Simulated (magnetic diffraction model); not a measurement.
# Which magnetic order? PrBe2Ge2

Space group I4/mmm (no. 139), a = 4.0030 Å, c = 10.3790 Å.

```csv
site,atom,x,y,z
2a,Pr,0,0,0
4e,Ge,0,0,0.3840
4d,Be,1/2,0,1/4
```

This is a made-up structure (elements placed in a structure type, unrelaxed), so the numbers test the method and describe no known phase.

Only Pr is taken to order (form factors of Pr3+); orders and moment sizes are assumed, and not adapted to the symmetry. Radiation: neutrons of λ = 2.41 Å, 1.5° to 80°; isotropic B of 0.44 Å² (Pr), 0.81 Å² (Ge) and 1.07 Å² (Be). Simulated constant-wavelength pattern: nuclear and magnetic terms add, the magnetic one as |2.695 fm × Σ f S⊥ exp(2πi Q·r) exp(−B s²)|², summed over all Q at one angle with the factor 1/(sin²θ cos θ). For a modulated order the moment at position r is S exp(−2πi k·r) + c.c., with S = m/2 for a sine wave of amplitude m and S = m(u + iv)/2 for moments turning in a plane, u and v being orthogonal unit vectors in it; the phase factor of the sum at Q = H + k is then exp(2πi H·r). Free-ion form factors, Sears's scattering lengths of 1992, no absorption; a label names one of the reflections at its angle. The strongest nuclear line in the range is 100, and lines under 0.2 are left out.

Above the ordering temperature:

```csv
2θ (°),index,I
26.85,(0 0 2),17.8
37.65,(1 0 1),26.0
50.39,(1 1 0),4.1
54.82,(1 0 3),45.5
55.34,(0 0 4),1.0
58.02,(1 1 2),100.0
74.03,(2 0 0),94.5
78.10,(1 1 4),93.7
```

Below it (cell unchanged):

```
2θ (°)      I
  6.90  102.7
 26.85   17.8
 27.76    6.6
 31.01    9.0
 37.65   26.0
 38.32    6.6
 44.60    4.5
 45.35    3.1
 50.10    2.4
 50.39    4.1
 53.49    4.2
 54.82   45.5
 55.33    3.1
 55.34    1.0
 55.85    1.5
 56.10    2.3
 58.02  100.0
 60.24    1.9
 63.26    3.4
 65.62    1.1
 72.24    1.6
 74.03   94.5
 74.25    1.9
 74.47    0.8
 77.88    0.9
 78.10   93.7
 78.19    2.6
```

**Question.** Check that the new lines index with k = (1/5 0 0), then choose among these models:
A. moments turning in the plane of [010] and [001], 3 μB on Pr
B. a sine wave with moments along [100] (amplitudes given), 3 μB on Pr
C. a sine wave with moments along [001] (amplitudes given), 3 μB on Pr
D. moments turning in the plane of [100] and [010], 3 μB on Pr

The new lines index as (1/5 0 0) at 6.90°, (1/5 0 2) at 27.76°, (4/5 0 1) at 31.01° and (1/5 1 1) at 38.32°, that is as H ± k with k = (1/5 0 0), one of 2 inequivalent arms of its star (k and −k counted as one), which a powder can't tell apart. Satellites come in pairs about each point of the reciprocal lattice.

Magnetic intensity, observed (below minus above) and for each model:

| 2θ (°) | index | observed | A | B | C | D |
| --- | --- | --- | --- | --- | --- | --- |
| 6.90 | (1/5 0 0) | 102.7 | 102.7 | <0.2 | 51.4 | 51.4 |
| 27.76 | (1/5 0 2) | 6.6 | 6.6 | 5.8 | 0.4 | 12.1 |
| 31.01 | (4/5 0 1) | 9.0 | 9.0 | 0.9 | 4.0 | 5.9 |
| 44.60 | (6/5 0 1) | 4.5 | 4.5 | 0.2 | 2.1 | 2.6 |
| 50.10 | (4/5 0 3) | 2.4 | 2.4 | 1.2 | 0.6 | 3.1 |
| 55.33 | (1/5 1 3) | 3.1 | 3.1 | 3.0 | 1.3 | 4.7 |
| 55.85 | (1/5 0 4) | 1.5 | 1.5 | 1.4 | <0.2 | 2.9 |
| 78.19 | (9/5 1 1) | 2.6 | 2.6 | 0.4 | 1.4 | 1.6 |

Model A matches.

The structure used: k = (1/5 0 0), moments turning in the plane of [010] and [001], 3 μB on Pr.

[Logs are printed without paths, hosts, clocks, repeated set-up lines and the standing remarks that a program may print on its own settings, such as how far it seeks lower states.]
